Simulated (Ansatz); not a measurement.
**How Mo(100) screens a field**

Aim: image plane and induced charge of Mo(100).

Program: Ansatz 0.2.0. Level of theory: plane-wave DFT, LDA, Ansatz PAW. Results are calculated unless marked as measured.

Most raw output is cut from this account.

**1. Starting point**

The cell holds 7 atoms: 7 Mo. Cell: a = 3.150 Å, b = 3.150 Å, c = 27.450 Å, α = 90.0°, β = 90.0°, γ = 90.0°. Vacuum lies along c.

**2. Single point, field 0**

A sawtooth potential applies the field, turning back in the middle of the vacuum. With the dipole correction the typed value is the field outside the slab. The induced dipole is small, so the SCF threshold is tight.

Contents of input.yaml:

```yaml
crystal:
  lattice:
    - [3.15, 0.0, 0.0]
    - [0.0, 3.15, 0.0]
    - [0.0, 0.0, 27.45]
  atoms:
    - { symbol: Mo, position: [0.0, 0.0, 0.3278688525] }
    - { symbol: Mo, position: [0.5, 0.5, 0.3852459016] }
    - { symbol: Mo, position: [0.0, 0.0, 0.4426229508] }
    - { symbol: Mo, position: [0.5, 0.5, 0.5] }
    - { symbol: Mo, position: [0.0, 0.0, 0.5573770492] }
    - { symbol: Mo, position: [0.5, 0.5, 0.6147540984] }
    - { symbol: Mo, position: [0.0, 0.0, 0.6721311475] }
kpoints:
  mp_grid: { grid: [16, 16, 1] }
hamiltonian:
  xc: lda
scf:
  occupations: { method: fermi_dirac, width: 0.1 }
  convergence: { dr2_threshold: 1.0e-10 }
efield:
  axis: 3
  dipole_correction: true
  ramp_position: 0.97
  ramp_width: 0.06
  amplitude: 0
output:
  forces: true
  write_potential: true
  write_density: true
  volumetric_format: npy
```

Launch:

```bash
$ ansatz run input.yaml --threads 2 --pin off --max-ram 3072MiB --backend cpu --events-out ev --progress --plain --runs-dir out
```

Run time: 29 s. Hardware: 2 threads of Intel Xeon Platinum 8488C (Sapphire Rapids), shared host; peak memory 0.82 GiB; 58 s of CPU time.

Numbers from this step:

```yaml
energy_at_zero_smearing: -33894.8090 eV
work_function_upper_face: 4.272 eV
dipole_along_the_normal: -2.56e-8 e·Å
```

Running mean over 1.575 Å of the planar mean; the ramp of the sawtooth is left out. Electron's electrostatic potential energy less the Fermi level against z:

```
z (Å)  electron's electrostatic potential energy less the Fermi level (eV)
    4                                                                 4.27
    5                                                                 4.26
    6                                                                 4.19
    7                                                                 3.55
    8                                                                -2.25
    9                                                                -11.3
   10                                                                -12.3
   11                                                                -12.6
   12                                                                -12.6
   13                                                                -12.6
   14                                                                -12.5
   15                                                                -12.6
   16                                                                -12.6
   17                                                                -12.4
   18                                                                -12.1
   19                                                                -7.45
   20                                                                 2.26
   21                                                                 4.06
   22                                                                 4.25
   23                                                                 4.27
   24                                                                 4.27
```

Force by atom:

```
atom  x (eV/Å)  y (eV/Å)  z (eV/Å)  size
 Mo1      0.00      0.00      2.09  2.09
 Mo2      0.00      0.00     -1.24  1.24
 Mo3      0.00      0.00     -0.21  0.21
 Mo4      0.00      0.00      0.00  0.00
 Mo5      0.00      0.00      0.21  0.21
 Mo6      0.00      0.00      1.24  1.24
 Mo7      0.00      0.00     -2.09  2.09
```

The work function of the upper face is 4.27 eV.

**3. Single point, field 0.05 V/Å**

Changes to input.yaml since step 2:

```diff
@@ -25,3 +25,3 @@
   ramp_width: 0.06
-  amplitude: 0
+  amplitude: 0.05
 output:
```

Wall time 33 s (2 threads); peak memory 0.81 GiB; 66 s of CPU time.

The dipole is 0.0376 e·Å.

**4. Atoms held, field -0.05 V/Å**

Changes to input.yaml since step 3:

```diff
@@ -25,3 +25,3 @@
   ramp_width: 0.06
-  amplitude: 0.05
+  amplitude: -0.05
 output:
```

The job ended after 34 s (2 threads; peak memory 0.79 GiB).

The dipole is -0.0376 e·Å.

**5. Single point, field 0.1 V/Å**

Changes to input.yaml since step 4:

```diff
@@ -25,3 +25,3 @@
   ramp_width: 0.06
-  amplitude: -0.05
+  amplitude: 0.1
 output:
```

It took 33 s on 2 threads; peak memory 0.81 GiB.

The dipole is 0.0752 e·Å.

**6. Atoms held, field -0.1 V/Å**

Changes to input.yaml since step 5:

```diff
@@ -25,3 +25,3 @@
   ramp_width: 0.06
-  amplitude: 0.1
+  amplitude: -0.1
 output:
```

It took 34 s on 2 threads; peak memory 0.78 GiB; 67 s of CPU time.

The dipole is -0.0752 e·Å.

**7. Atoms held, field 0.2 V/Å**

Changes to input.yaml since step 6:

```diff
@@ -25,3 +25,3 @@
   ramp_width: 0.06
-  amplitude: -0.1
+  amplitude: 0.2
 output:
```

Elapsed: 33 s, on 2 threads; peak memory 0.78 GiB; 66 s of CPU time.

The dipole is 0.150 e·Å.

**8. Atoms held, field -0.2 V/Å**

Changes to input.yaml since step 7:

```diff
@@ -25,3 +25,3 @@
   ramp_width: 0.06
-  amplitude: 0.2
+  amplitude: -0.2
 output:
```

Run time: 33 s. Hardware: 2 threads; peak memory 0.81 GiB; 66 s of CPU time.

The dipole is -0.150 e·Å.

**9. Single point, field 0.4 V/Å**

Changes to input.yaml since step 8:

```diff
@@ -25,3 +25,3 @@
   ramp_width: 0.06
-  amplitude: -0.2
+  amplitude: 0.4
 output:
@@ -31 +31,2 @@
   volumetric_format: npy
+  elf: true
```

Run time: 37 s. Hardware: 2 threads; peak memory 0.79 GiB; 73 s of CPU time.

Running mean over 1.575 Å of the planar mean, with the applied field; the ramp of the sawtooth is left out. The electron's electrostatic potential energy less the Fermi level by z:

```
z (Å)  electron's electrostatic potential energy less the Fermi level (eV)
  3.5                                                                 2.96
  4.0                                                                 3.16
  4.5                                                                 3.35
  5.0                                                                 3.54
  5.5                                                                 3.72
  6.0                                                                 3.84
  6.5                                                                 3.83
  7.0                                                                 3.47
  7.5                                                                 1.99
  8.0                                                                -2.23
  8.5                                                                -7.93
  9.0                                                                -11.3
  9.5                                                                -12.1
 10.0                                                                -12.3
 10.5                                                                -12.4
 11.0                                                                -12.6
 11.5                                                                -12.6
 12.0                                                                -12.6
 12.5                                                                -12.6
 13.0                                                                -12.6
 13.5                                                                -12.5
 14.0                                                                -12.5
 14.5                                                                -12.6
 15.0                                                                -12.6
 15.5                                                                -12.6
 16.0                                                                -12.6
 16.5                                                                -12.6
 17.0                                                                -12.4
 17.5                                                                -12.3
 18.0                                                                -12.1
 18.5                                                                -11.1
 19.0                                                                -7.46
 19.5                                                                -1.73
 20.0                                                                 2.28
 20.5                                                                 3.73
 21.0                                                                 4.31
 21.5                                                                 4.62
 22.0                                                                 4.86
 22.5                                                                 5.07
 23.0                                                                 5.27
 23.5                                                                 5.47
 24.0                                                                 5.67
```

The dipole is 0.301 e·Å.

**10. The response**

This step: plane-wave DFT, LDA, Ansatz PAW; screening of a field by a metal slab (Ansatz 0.2.0).

The dipoles give the slope, and the difference of two potentials shows where the field is screened.

This step gave:

```yaml
equivalent_conductor_thickness_p_eps_0ae: 13.71 Å
distance_between_the_outer_atoms: 9.450 Å
inner_field_over_outer_field: 1.96e-4
image_plane_upper_face: 2.139 Å
induced_electrons_on_the_upper_face_over_eps_0e: -0.9980
image_plane_lower_face: 2.139 Å
induced_electrons_on_the_lower_face_over_eps_0e: 0.9980
```

Dipole of the cell against applied field:

```
applied field (V/Å)  dipole of the cell (e·Å)
             -0.200                    -0.150
             -0.100                   -0.0752
             -0.050                   -0.0376
              0.000                         0
              0.050                    0.0376
              0.100                    0.0752
              0.200                     0.150
              0.400                     0.301
```

Local field over the applied field, running mean. From the potentials at -0.05 and 0.05 V/Å; running mean over 1.575 Å. Table of local field over applied field by z:

```
z (Å)  local field over applied field
  4.5                           0.989
  5.0                           0.975
  5.5                           0.941
  6.0                           0.872
  6.5                           0.742
  7.0                           0.531
  7.5                           0.262
  8.0                          0.0433
  8.5                         -0.0547
  9.0                         -0.0464
  9.5                        -0.00900
 10.0                         0.00407
 10.5                         0.00545
 11.0                         0.00263
 11.5                        -0.00127
 12.0                        -0.00413
 12.5                        -0.00314
 13.0                        -0.00139
 13.5                         0.00105
 14.0                          8.9e-4
 14.5                        -0.00159
 15.0                        -0.00333
 15.5                        -0.00400
 16.0                         -8.4e-4
 16.5                         0.00297
 17.0                         0.00567
 17.5                         0.00314
 18.0                         -0.0111
 18.5                         -0.0502
 19.0                         -0.0509
 19.5                          0.0607
 20.0                           0.288
 20.5                           0.555
 21.0                           0.759
 21.5                           0.881
 22.0                           0.946
 22.5                           0.977
 23.0                           0.990
```

The induced electron density oscillates, so the rows of the table below give means over windows of 0.5 Å about each position, cut where the curve ends. Its maxima inside the range that stand out by 2 % of the span (Å: e/Å³ per V/Å): 7.58: 0.00387, 9.01: -3.0e-5, 11.01: 9.6e-5, 14.73: 8.3e-5, 18.16: 5.5e-4, 18.87: 0.00173. Its minima: 8.58: -0.00173, 9.29: -5.5e-4, 12.72: -8.3e-5, 16.44: -9.6e-5, 18.44: 3.0e-5, 19.87: -0.00387.

Electrons, planar mean, per unit field. Induced electron density against z; means over each step:

```
z (Å)  induced electron density (e/Å³ per V/Å)
  4.5                                   8.1e-5
  5.0                                   1.9e-4
  5.5                                   4.4e-4
  6.0                                   9.2e-4
  6.5                                  0.00175
  7.0                                  0.00290
  7.5                                  0.00373
  8.0                                  0.00249
  8.5                                  -9.4e-4
  9.0                                  -3.8e-4
  9.5                                  -2.3e-4
 10.0                                  -3.0e-5
 10.5                                   8.1e-6
 11.0                                   8.8e-5
 11.5                                   2.8e-5
 12.0                                   2.6e-5
 12.5                                  -3.0e-5
 13.0                                  -5.6e-5
 13.5                                   3.1e-6
 14.0                                  -2.2e-7
 14.5                                   6.1e-5
 15.0                                   1.5e-5
 15.5                                  -1.8e-5
 16.0                                  -3.9e-5
 16.5                                  -8.5e-5
 17.0                                   3.3e-6
 17.5                                   2.2e-5
 18.0                                   2.7e-4
 18.5                                   4.6e-4
 19.0                                   7.4e-4
 19.5                                 -0.00277
 20.0                                 -0.00370
 20.5                                 -0.00278
 21.0                                 -0.00165
 21.5                                  -8.6e-4
 22.0                                  -4.0e-4
 22.5                                  -1.8e-4
 23.0                                  -7.4e-5
```

By hand: between -0.05 and 0.05 V/Å the dipole changes by 0.07517 e·Å, a slope of 0.7517 e·Å²/V. A perfect conductor of thickness t has p = ε₀AEt, so t = 180.95 × 0.7517 / 9.922 = 13.71 Å (e/ε₀ = 180.95 V·Å, A in Å²). Less the 9.45 Å between the outer atoms, and halved, that puts each image plane 2.13 Å out.

The induced dipole is that of a conductor 13.71 Å thick.

**11. A changed input: basis.xc_grid = 2**

This step: plane-wave DFT, LDA, Ansatz PAW (Ansatz 0.2.0).

A run with a changed input: it repeats the earlier run at 0.05 V/Å with basis.xc_grid to 2.

Changes to input.yaml since step 9:

```diff
@@ -25,3 +25,3 @@
   ramp_width: 0.06
-  amplitude: 0.4
+  amplitude: 0.05
 output:
@@ -31,2 +31,3 @@
   volumetric_format: npy
-  elf: true
+basis:
+  xc_grid: 2
```

Run time: 33 s. Hardware: 2 threads; peak memory 0.78 GiB.

Numbers from this step:

* energy at zero smearing: -33894.8099 eV
* dipole along the normal: 0.03759 e·Å

Force by atom:

(Unchanged from step 2.)

```
                     quantity  this run  earlier run  difference
dipole along the normal (e·Å)   0.03759      0.03759      7.8e-8
```

The dipole moves by under 0.5 % or 5e-5 e·Å.

**12. A changed input**

Another changed input: it repeats the earlier run at 0.05 V/Å with efield.dipole_correction from true to false.

Changes to input.yaml since step 11:

```diff
@@ -22,3 +22,3 @@
   axis: 3
-  dipole_correction: true
+  dipole_correction: false
   ramp_position: 0.97
@@ -31,3 +31 @@
   volumetric_format: npy
-basis:
-  xc_grid: 2
```

It took 29 s on 2 threads; peak memory 0.84 GiB; 58 s of CPU time.

```
                     quantity  this run  earlier run  difference
dipole along the normal (e·Å)   0.07510      0.03759       0.038
```

With the dipole correction off, the periodic images add a field of their own to the typed one.

It moves by +0.0375 e·Å.

These numbers are not those of the isolated slab.

**13. Summary of results**

```yaml
work_function: 4.27 eV
image_plane_upper_face: 2.14 Å
induced_electrons_on_the_upper_face_over_eps_0e: -0.998
equivalent_conductor_thickness_p_eps_0ae: 13.7 Å
inner_field_over_outer_field: 2.0e-4
```

The induced charge has its centre 2.14 Å outside the outermost atoms; this is the plane from which a capacitor's gap or an image potential counts. The equivalent conductor thickness exceeds the distance between the outer atoms by 4.26 Å, about the sum of the two image-plane distances. In the middle of the slab the field is screened to under 0.5 % of its outer value. The atoms are held at bulk positions with the tabulated experimental lattice constant.

[Logs are printed without paths, hosts, clocks, repeated set-up lines and the standing remarks that a program may print on its own settings, such as how far it seeks lower states.]

[Hosts, paths, dates, database ids (printed as entryN), source tags and the programs' standing remarks are cut or masked in the printed files.]

[Maps of the electrostatic potential energy from Ansatz leave out the sawtooth potential of an applied field or a dipole correction, so their vacuum need not be flat; planar profiles and work functions include it.]
